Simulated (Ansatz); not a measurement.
# Mg3SbAs (built on the sites of a database entry of Mg3Sb2): relaxing the cell for a phonon run

Task: relax Mg3SbAs (built on the sites of a database entry of Mg3Sb2) tightly.

Main program and level: Ansatz 0.2.0; DFT PBEsol, scalar-relativistic, plane waves, norm-conserving pseudopotentials.

The structure was built from a prototype and need not be the compound's stable phase.

## (1) Set-up

It takes space group P3m1 (No. 156, trigonal). The conventional cell has a = 4.491 Å, b = 4.491 Å, c = 7.100 Å, α = 90.00°, β = 90.00°, γ = 120.00°. Mg has 3 As at 2.76 Å and 1 Sb at 2.80 Å nearest. Nearest to Mg lie 3 Sb at 2.76 Å and 1 As at 2.80 Å. Mg has 3 Sb at 3.08 Å and 3 As at 3.08 Å nearest. Nearest to Sb lie 7 Mg at 2.76 to 3.08 Å. Nearest to As lie 7 Mg at 2.76 to 3.08 Å. Farther neighbours are not listed.

## (2) A coarse first look

First a cheap look: the gap decides the mesh and the occupations, the pressure tells how far the cell has to move.

input.yaml

```yaml
crystal:
  lattice:
    - [4.49083, 0.0, 0.0]
    - [-2.24541, 3.88917, 0.0]
    - [0.0, 0.0, 7.09986]
  atoms:
    - { symbol: Mg, position: [0.3333333333, 0.6666666667, 0.63] }
    - { symbol: Mg, position: [0.6666666667, 0.3333333333, 0.37] }
    - { symbol: Mg, position: [0.0, 0.0, 0.0] }
    - { symbol: Sb, position: [0.3333333333, 0.6666666667, 0.235] }
    - { symbol: As, position: [0.6666666667, 0.3333333333, 0.765] }
kpoints:
  mp_grid: { grid: [6, 6, 4] }
hamiltonian:
  xc: pbesol
  pseudopotentials: { kind: nc }
scf:
  occupations: { method: gaussian, width: 0.1 }
output:
  forces: true
  stress: true
  eigenvalues: true
```

Run with:

```
$ ansatz run input.yaml --threads 8 --pin off --max-ram 14336MiB --backend cpu --events-out ev --progress --plain --runs-dir out
```

Numbers of over 12 decimals in the logs are rounded to 6 here.

What it wrote:

```text
Engine: ansatz 0.2.0, aarch64-unknown-linux-gnu
Pseudopotentials: kind: nc
Pseudopotential: Mg, nc, valence charge 10, recommended cutoff 1142.878222 eV (normal), Mg.nc.azcp (PseudoDojo's, or run here from an input of PseudoDojo's: the run reads no file of this project's for it)
[...]
k-point 0: bands = [... 26 lower, 5.9322, 6.6069, 6.6069, 6.8811, 7.4784, 8.5912, 10.4093, 10.4093, ... 1 higher]
  k-point 1: bands = [... 26 lower, 6.0169, 6.0169, 6.5132, 6.5132, 8.2547, 8.9368, 10.2223, 10.2223, ... 1 higher]
  k-point 2: bands = [... 26 lower, 6.1688, 6.1688, 6.3509, 6.3509, 8.5940, 9.1123, 10.1295, 10.1295, ... 1 higher]
  k-point 23: bands = [... 26 lower, 3.1839, 3.7560, 5.9826, 6.0590, 8.7987, 9.3332, 9.5637, 9.9810, ... 1 higher]
[key lines of the parts left out:]
SCF converged after 9 iterations
Free energy (F): -10195.889971 eV
Fermi energy:    7.173701 eV
P = ⅓ Tr σ = -2.0846 GPa (-20.846 kbar)
```

Elapsed: 7.3 s, on 8 threads of Arm Neoverse N1, shared host; peak memory 1.1 GiB.

Numbers from this step:

```
pressure           : -2.085 GPa
volume per atom    : 24.80 Å³
gap on the k-mesh  : 0.5972 eV
direct gap on mesh : 0.5972 eV
```

The coarse mesh shows a gap of 0.60 eV and a pressure of -2.1 GPa.

## (3) Coarse relaxation

The start is far from rest, so a relaxation with loose tolerances brings it close first.

input.yaml: that of step 2 with these lines changed.

```diff
@@ -22 +22,6 @@
   eigenvalues: true
+relax:
+  adjacent_minimum: "off"
+  f_tol: 0.05
+  max_steps: 80
+  cell: { stress_tol: 0.5 }
```

What it wrote:

```text
[...]
Crystal: 5 atoms, lattice volume = 124.003 Å³
Basis set: ecut = 1142.878222 eV, 10875 PW (Γ), exchange–correlation on 100×100×160 points (8 copies of the dense FFT grid, shifted against one another)
Bands: 36, of which v1, the nominal top of the filled ones, is band 30 counted from 1 (29 counted from 0)
Symmetry: 6 space group operations
[...]
cell:  # Å, volume = 116.9653 Å³
    - [4.414074, -2.837412878911653e-6, 0]
    - [-2.207035, 3.822702, 0]
    - [0, 0, 6.931819]
  atoms:
    - { symbol: Mg, position: [0.333333, 0.666667, 0.651440] }
    - { symbol: Mg, position: [0.666667, 0.333333, 0.375955] }
    - { symbol: Mg, position: [0, 0, -0.00976201] }
    - { symbol: Sb, position: [0.333333, 0.666667, 0.218161] }
    - { symbol: As, position: [0.666667, 0.333333, 0.764206] }
[key lines of the parts left out:]
SCF converged after 3 iterations
Free energy (F): -10196.065181 eV
Fermi energy:    7.871055 eV
P = ⅓ Tr σ = 0.0132 GPa (0.132 kbar)
```

Elapsed: 41 s, on 8 threads; peak memory 1.2 GiB; 5.1 min of CPU time.

Relaxation path:

```csv
step,energy less that of the first step (eV),largest force component (eV/Å),pressure (GPa),volume (Å³)
1,0.0000,0.8956,-2.08,124.00
2,-0.1497,0.3036,0.01,116.39
3,-0.1746,0.0601,-0.20,117.34
4,-0.1757,0.0199,0.03,116.97
5*,-0.1752,0.0199,0.01,116.97
```

Relaxation steps marked * repeat the geometry before them on a plane-wave basis chosen anew for their cell, so energy and pressure can jump there.

Forces are held to the 6 operations that the run works with; a distortion that breaks them can't arise in this run.

```
conventional cell, symmetrised  before  after  change
                         a (Å)   4.491  4.414  -1.7 %
                         b (Å)   4.491  4.414  -1.7 %
                         c (Å)   7.100  6.932  -2.4 %
              volume (Å³/atom)   24.80  23.39  -5.7 %
```

The atoms that moved most (Å, as changes of fractional coordinates times the final cell):

```
atom     dx     dy      dz  length
 Mg1  0.000  0.000   0.149   0.149
 Sb4  0.000  0.000  -0.117   0.117
 Mg3  0.000  0.000  -0.068   0.068
 Mg2  0.000  0.000   0.041   0.041
 As5  0.000  0.000  -0.006   0.006
```

Final coordinates:

```xyz
5
Lattice="4.4141 0.0000 0.0000 -2.2070 3.8227 0.0000 0.0000 0.0000 6.9318" Properties=species:S:1:pos:R:3 pbc="T T T"
Mg    0.0000    2.5485    4.5157
Mg    2.2070    1.2742    2.6061
Mg    0.0000    0.0000   -0.0677
Sb    0.0000    2.5485    1.5123
As    2.2070    1.2742    5.2973
```

Numbers from this step:

```yaml
pressure: 0.01320 GPa
volume_per_atom: 23.39 Å³
gap_on_the_k_mesh: 0.4410 eV
direct_gap_on_mesh: 0.4410 eV
```

In this step the volume went from 24.80 to 23.39 Å³/atom.

## (4) Bringing the structure to rest

Harmonic phonons are second derivatives at a point where the forces vanish, and they are wanted at zero stress, so atoms and cell are relaxed first.

input.yaml

```yaml
crystal:
  lattice:
    - [4.414074044, -2.8374e-06, 0.0]
    - [-2.2070345648, 3.822701675, 0.0]
    - [0.0, 0.0, 6.9318185287]
  atoms:
    - { symbol: Mg, position: [0.3333333333, 0.6666666667, 0.65143998] }
    - { symbol: Mg, position: [0.6666666667, 0.3333333333, 0.3759548428] }
    - { symbol: Mg, position: [0.0, 0.0, -0.0097620143] }
    - { symbol: Sb, position: [0.3333333333, 0.6666666667, 0.218161076] }
    - { symbol: As, position: [0.6666666667, 0.3333333333, 0.7642061155] }
kpoints:
  mp_grid: { grid: [9, 9, 4] }
hamiltonian:
  xc: pbesol
  pseudopotentials: { kind: nc }
scf:
  occupations: { method: gaussian, width: 0.02 }
output:
  forces: true
  stress: true
  eigenvalues: true
  write_density: true
  write_potential: true
  elf: true
  volumetric_format: npy
relax:
  adjacent_minimum: "off"
  f_tol: 0.005
  max_steps: 80
  cell: { stress_tol: 0.05 }
```

What it wrote:

```text
[...]
Crystal: 5 atoms, lattice volume = 116.965 Å³
Basis set: ecut = 1142.878222 eV, 10251 PW (Γ), exchange–correlation on 100×100×160 points (8 copies of the dense FFT grid, shifted against one another)
Bands: 36, of which v1, the nominal top of the filled ones, is band 30 counted from 1 (29 counted from 0)
[... 1 set-up line as in the run before ...]
[...]
k-points: 43 of 324 (time reversal used)
[...]
SCF iter   1: F=—  HF=-10196.719939 eV  |F-HF|=—  |Δ(HF+E_count)|=         —  Δρ=4.44e-2  dr2=1.90e0  ethr=3.10e-3  ⟨swp⟩=7.7  Hψ=6700  notcnv=0
[...]
SCF iter   9: F=-10196.077464 eV  HF=-10196.077464 eV  |F-HF|=8.32e-9  |Δ(HF+E_count)|=   9.25e-8  Δρ=4.78e-6  dr2=1.44e-8  ethr=1.67e-10  ⟨swp⟩=17.0  Hψ=11350  notcnv=0
SCF 1 converged in 9 iterations: F = -10196.077464 eV  dr2 = 1.44e-8
relax step   1: F+E_penalty+E_count = -10196.07746411 eV  Δ(F+E_penalty+E_count) = +0.000e0 eV  max|allowed force component| = 2.097e-2 eV/Å  Δτ_max = 0.0000 Å  P = +0.012 GPa  Ω = 116.965 Å³  (9 SCF iters, dr2 threshold 1.00e-7 eV, accepted)
Crystal: 5 atoms, lattice volume = 116.989 Å³
Basis set: ecut = 1142.878222 eV, 10239 PW (Γ), exchange–correlation on 100×100×160 points (8 copies of the dense FFT grid, shifted against one another)
[...]
SCF iter   5: F=-10196.077520 eV  HF=-10196.077520 eV  |F-HF|=9.31e-10  |Δ(HF+E_count)|=   5.76e-9  Δρ=1.47e-6  dr2=4.36e-9  ethr=4.58e-11  ⟨swp⟩=10.2  Hψ=9931  notcnv=0
SCF 2 converged in 5 iterations: F = -10196.077520 eV  dr2 = 4.36e-9
relax step   2: F+E_penalty+E_count = -10196.07751973 eV  Δ(F+E_penalty+E_count) = -5.562e-5 eV  max|allowed force component| = 1.222e-2 eV/Å  Δτ_max = 0.0055 Å  P = -0.011 GPa  Ω = 116.989 Å³  energy of the carried Pulay correction = -3.351e-6 eV  (5 SCF iters, dr2 threshold 2.75e-8 eV, accepted)
Crystal: 5 atoms, lattice volume = 116.993 Å³
[...]
SCF iter   5: F=-10196.077543 eV  HF=-10196.077543 eV  |F-HF|=1.71e-10  |Δ(HF+E_count)|=  8.77e-10  Δρ=8.50e-7  dr2=9.55e-10  ethr=1.56e-11  ⟨swp⟩=8.0  Hψ=8645  notcnv=0
SCF 3 converged in 5 iterations: F = -10196.077543 eV  dr2 = 9.55e-10
relax step   3: F+E_penalty+E_count = -10196.07754302 eV  Δ(F+E_penalty+E_count) = -2.329e-5 eV  max|allowed force component| = 2.004e-3 eV/Å  Δτ_max = 0.0021 Å  P = -0.001 GPa  Ω = 116.993 Å³  energy of the carried Pulay correction = -3.833e-6 eV  (5 SCF iters, dr2 threshold 9.33e-9 eV, accepted)
[...]
SCF iter   1: F=—  HF=-10196.077715 eV  |F-HF|=—  |Δ(HF+E_count)|=         —  Δρ=4.75e-6  dr2=2.85e-9  ethr=1.77e-7  ⟨swp⟩=4.0  Hψ=11691  notcnv=0
eigensolver tolerance schedule: the retry pair's looser diagonalisation over-reported the residual by 37351.23 of it (diagonalisation noise at an unbounded share of the residual, at the tolerance the schedule requests for it); recorded, not acted on — ethr = c·dr2/N_el stays at c = 1.0e-1
[...]
SCF iter   2: F=—  HF=-10196.077545 eV  |F-HF|=—  |Δ(HF+E_count)|=   1.71e-4  Δρ=2.49e-6  dr2=8.15e-10  ethr=4.75e-12  ⟨swp⟩=3.8  Hψ=4220  notcnv=0
[...]
SCF iter   4: F=-10196.077545 eV  HF=-10196.077545 eV  |F-HF|=9.09e-12  |Δ(HF+E_count)|=  3.09e-11  Δρ=6.04e-7  dr2=3.87e-11  ethr=1.00e-12  ⟨swp⟩=6.9  Hψ=8818  notcnv=0
SCF 4 converged in 4 iterations: F = -10196.077545 eV  dr2 = 3.87e-11
relax step   4: F+E_penalty+E_count = -10196.07754453 eV  Δ(F+E_penalty+E_count) = -1.503e-6 eV  max|allowed force component| = 2.014e-3 eV/Å  Δτ_max = 0.0000 Å  P = -0.001 GPa  Ω = 116.993 Å³  stress off target by 5.70e-3 GPa  SCF on the basis re-selected at this cell (its energy is not comparable with the rows above)  (4 SCF iters)
basis re-selected at this cell: Δ(F+E_penalty+E_count) = -1.503e-6 eV, ΔP = +0.000 GPa vs the last step (what re-selecting the basis moved, of the pressure what is left beyond the Pulay correction that the steps carried, after the strain that the cell walked since its last selection, with what the two solves' SCF thresholds leave and, on support functions, any second-order correction that the steps lacked; it is no m [...]
SCF converged after 4 iterations
Free energy (F): -10196.077545 eV
[...]
Internal energy: -10196.077545 eV  (E = F + TS)
E sigma→0 (E₀):  -10196.077545 eV
Fermi energy:    7.865144 eV
[...]
--- Forces (eV/Å), atoms counted from 1 ---
  atom   1  Mg    -0.00000000    -0.00000000     0.00197407
  atom   2  Mg     0.00000000     0.00000000     0.00022492
  atom   3  Mg     0.00000000     0.00000000     0.00048994
  atom   4  Sb     0.00000000     0.00000000    -0.00075518
  atom   5  As    -0.00000000    -0.00000000    -0.00203401
  max |Σ_I F_I| component: 1.00e-4 eV/Å
--- Stress (GPa, compression-positive) ---
        0.001403      -0.000000       0.000000
       -0.000000       0.001403      -0.000000
        0.000000      -0.000000      -0.005702
  P = ⅓ Tr σ = -0.0010 GPa (-0.010 kbar)
--- Band table (eV; the first three rows and the last of 43) ---
  k-point 0: bands = [... 26 lower, 6.3017, 7.4001, 7.4001, 7.6389, 8.0914, 9.5961, 11.0762, 11.0762, ... 2 higher]
  k-point 1: bands = [... 26 lower, 6.3536, 6.3536, 7.3406, 7.3406, 8.8281, 9.9796, 10.8607, 10.8607, ... 2 higher]
  k-point 2: bands = [... 26 lower, 6.4137, 6.4137, 7.2713, 7.2713, 9.1417, 10.0925, 10.7502, 10.7502, ... 2 higher]
  k-point 42: bands = [... 26 lower, 3.5610, 4.2209, 6.5575, 6.8212, 9.6802, 9.7660, 10.4128, 10.7525, ... 2 higher]
--- Relaxed structure (3 steps of the walk, 3 accepted, 1 SCFs on fresh bases) ---
[...]
cell:  # Å, volume = 116.9926 Å³
    - [4.412236, -2.8361835191837664e-6, 0]
    - [-2.206115, 3.821110, 0]
    - [0, 0, 6.939213]
  atoms:
    - { symbol: Mg, position: [0.333333, 0.666667, 0.651479] }
    - { symbol: Mg, position: [0.666667, 0.333333, 0.376110] }
    - { symbol: Mg, position: [0, 0, -0.00942656] }
    - { symbol: Sb, position: [0.333333, 0.666667, 0.217665] }
    - { symbol: As, position: [0.666667, 0.333333, 0.764172] }
```

Elapsed: 61 s, on 8 threads; peak memory 1.4 GiB; 7.9 min of CPU time.

The steps of the relaxation:

```
step  energy less that of the first step (eV)  largest force component (eV/Å)  pressure (GPa)  volume (Å³)
   1                                   0.0000                          0.0210            0.01       116.97
   2                                  -0.0001                          0.0122           -0.01       116.99
   3                                  -0.0001                          0.0020            0.00       116.99
  4*                                  -0.0001                          0.0020            0.00       116.99
```

Relaxation steps marked * repeat the geometry before them on a plane-wave basis chosen anew for their cell, so energy and pressure can jump there.

The run keeps the 6 symmetry operations that it works with, so distortions that break them were not tested.

| conventional cell, symmetrised | before | after | change |
| --- | --- | --- | --- |
| a (Å) | 4.414 | 4.412 | -0.0 % |
| b (Å) | 4.414 | 4.412 | -0.0 % |
| c (Å) | 6.932 | 6.939 | +0.1 % |
| volume (Å³/atom) | 23.39 | 23.40 | +0.0 % |

The relaxed structure:

```xyz
5
Lattice="4.4122 0.0000 0.0000 -2.2061 3.8211 0.0000 0.0000 0.0000 6.9392" Properties=species:S:1:pos:R:3 pbc="T T T"
Mg    0.0000    2.5474    4.5208
Mg    2.2061    1.2737    2.6099
Mg    0.0000    0.0000   -0.0654
Sb    0.0000    2.5474    1.5104
As    2.2061    1.2737    5.3028
```

Numbers from this step:

```
pressure           : -9.65e-4 GPa
gap on the k-mesh  : 0.4524 eV
volume per atom    : 23.40 Å³
direct gap on mesh : 0.4524 eV
```

Valence density in the ac plane at fractional y = 0.333, with atoms of Mg and As within 0.2 Å of it. It is the smooth field of the valence electrons, not physical close to the nuclei.

Ten steps, logarithmic in the rise over the least value, from '0' (0 e/Å³) to '9' (20 e/Å³), each cell a mean:
```
00000000101100
00000011212110
00000112343211
10000124788421
00001125878632
10001125888631
10000123677421
00000112333211
00000011222110
00000001111110
00000000111100
00000001344100
00000003798410
11100014899510
11111112788311
11111111243111
11111110010001
11111100000001
11111100000000
11111000000000
00110000000000
00000000000000
```
Columns run along a (4.4 Å), rows up along c (6.9 Å). Atoms in or near the plane, at fractional coordinates: Mg at (0.67, 0.38), As at (0.67, 0.76).

Electrostatic potential energy in the ac plane at fractional y = 0.333, with atoms of Mg and As within 0.2 Å of it. With pseudopotentials it is smooth inside the atoms' cores, unlike the true potential.

Values in eV, 22 rows by 14 columns, each cell a mean:
```
  8   7   7   7   8   9  10  10   9   9   9  10  10  10
  9   8   7   8   9   9   9   7   4   3   4   7   9   9
  9   9   8   9   9   9   7   0 -11 -18 -14  -2   5   9
  9   9   9   9   9   8   2 -13 -35 -45 -40 -19  -1   7
  9   9   9   9   9   7  -1 -24 -49 -55 -53 -31  -6   6
  8   8   8   8   8   7  -1 -22 -47 -55 -52 -29  -5   6
  8   8   7   7   8   8   3 -10 -30 -40 -35 -16   1   7
  8   7   7   7   8   9   7   3  -6 -11  -8   1   6   8
  9   8   7   7   8   9   9   7   5   4   4   7   9   9
  9   8   8   8   9   9   9   8   6   6   6   7   9   9
  9   9   9   9   9   9   7   5   1  -1   0   4   7   8
  9  10  10  10   9   8   5  -1 -11 -19 -14  -3   4   7
  9  10  10  10   9   7   2 -10 -37 -54 -46 -15   0   6
  9  10  10  10   9   7   1 -14 -47 -55 -54 -21  -2   6
  8   9   9   9   8   7   2  -8 -33 -48 -41 -13   0   6
  8   7   7   7   8   8   5   0  -8 -14 -11  -2   4   7
  8   6   6   6   7   8   7   5   2   1   1   4   7   8
  8   6   5   6   7   9   9   9   8   7   7   8   9   9
  8   7   6   7   8   9  10  10  10  10  10  10  10  10
  9   7   7   7   8  10  10  11  11  11  11  11  11  10
  8   7   7   7   8   9  10  11  11  11  11  11  11  10
  8   7   6   7   8   9  10  11  11  11  11  11  11  10
```
Columns run along a (4.4 Å; values clipped at the 3rd and 97th percentile), rows up along c (6.9 Å). Atoms in or near the plane, at fractional coordinates: Mg at (0.67, 0.38), As at (0.67, 0.76).

ELF in the ac plane at fractional y = 0.333, with atoms of Mg and As within 0.2 Å of it. It is the smooth field of the valence electrons, not physical close to the nuclei.

Ten even steps from '0' (0.04) to '9' (0.82), each cell a mean:
```
11111235666542
31112467777875
52124787433687
63235873344278
74236862402358
73136862413358
63125874343378
52014787534787
31013578888876
21112467777764
22222232101123
33333210243002
45554302999402
66666403959503
77677611899304
77677730132026
77777752000147
77777753100246
78887642000136
78887521000024
46665310000012
23332111122111
```
Columns run along a (4.4 Å), rows up along c (6.9 Å). Atoms in or near the plane, at fractional coordinates: Mg at (0.67, 0.38), As at (0.67, 0.76).

In this step the volume went from 23.39 to 23.40 Å³/atom.

## (5) Tight relaxation

Phonons need a cell at rest on their own settings, so the relaxation is repeated with tight tolerances on forces and stress, using the mesh and the filling of the phonon run that follows.

input.yaml

```yaml
crystal:
  lattice:
    - [4.4122358935, -2.8362e-06, 0.0]
    - [-2.2061154905, 3.8211097894, 0.0]
    - [0.0, 0.0, 6.9392129979]
  atoms:
    - { symbol: Mg, position: [0.3333333333, 0.6666666667, 0.6514793835] }
    - { symbol: Mg, position: [0.6666666667, 0.3333333333, 0.3761097792] }
    - { symbol: Mg, position: [0.0, 0.0, -0.0094265553] }
    - { symbol: Sb, position: [0.3333333333, 0.6666666667, 0.2176649404] }
    - { symbol: As, position: [0.6666666667, 0.3333333333, 0.7641724522] }
kpoints:
  mp_grid: { grid: [9, 9, 4] }
hamiltonian:
  xc: pbesol
  pseudopotentials: { kind: nc }
scf:
  occupations: { method: fixed }
output:
  forces: true
  stress: true
  eigenvalues: true
relax:
  adjacent_minimum: "off"
  f_tol: 0.001
  max_steps: 60
  cell: { stress_tol: 0.01 }
```

What it wrote:

```text
[...]
Crystal: 5 atoms, lattice volume = 116.993 Å³
Basis set: ecut = 1142.878222 eV, 10239 PW (Γ), exchange–correlation on 100×100×160 points (8 copies of the dense FFT grid, shifted against one another)
Bands: 36, of which v1, the nominal top of the filled ones, is band 30 counted from 1 (29 counted from 0)
[... 1 set-up line as in the run before ...]
[...]
cell:  # Å, volume = 116.9925 Å³
    - [4.412434, -2.8363437083721037e-6, 0]
    - [-2.206214, 3.821281, 0]
    - [0, 0, 6.938584]
  atoms:
    - { symbol: Mg, position: [0.333333, 0.666667, 0.651572] }
    - { symbol: Mg, position: [0.666667, 0.333333, 0.376083] }
    - { symbol: Mg, position: [0, 0, -0.0093893] }
    - { symbol: Sb, position: [0.333333, 0.666667, 0.217629] }
    - { symbol: As, position: [0.666667, 0.333333, 0.764106] }
[key lines of the parts left out:]
SCF converged after 8 iterations
Free energy (F): -10196.077546 eV
Fermi energy:    7.639868 eV
P = ⅓ Tr σ = 0.0004 GPa (0.004 kbar)
```

Wall time 74 s (8 threads); peak memory 1.4 GiB; 9.7 min of CPU time.

Little changed from the start: no atom moved by 0.005 Å and no cell edge by 0.1 %.

Numbers from this step:

| Quantity | Value |
| --- | --- |
| pressure | 3.64e-4 GPa |
| gap on the k-mesh | 0.4512 eV |
| direct gap on mesh | 0.4512 eV |

The largest force component left is 0.078 meV/Å and the pressure is 0.000 GPa, within the tolerances set. The cell now holds 23.40 Å³/atom.

## (6) Results

| Item | Value |
| --- | --- |
| space group after relaxation (within 0.01 Å) | P3m1 |
| lattice constant a | 4.412 Å |
| lattice constant b | 4.412 Å |
| lattice constant c | 6.939 Å |
| volume per atom | 23.4 Å³ |
| gap on the k-mesh | 0.451 eV |

The largest force component left is 0.078 meV/Å and the pressure is 0.000 GPa, within the tolerances set. The cell now holds 23.40 Å³/atom. The relaxation keeps the symmetry of its start, so it says nothing on stability against lower symmetry. Spin-orbit coupling is left out, which can matter for the heavy elements here. The starting cell was built on a prototype and not taken from a measurement, so the phase need not exist.

[Logs are printed without paths, hosts, clocks, repeated set-up lines and the standing remarks that a program may print on its own settings, such as how far it seeks lower states.]

[Hosts, paths, dates, database ids (printed as entryN), source tags and the programs' standing remarks are cut or masked in the printed files.]
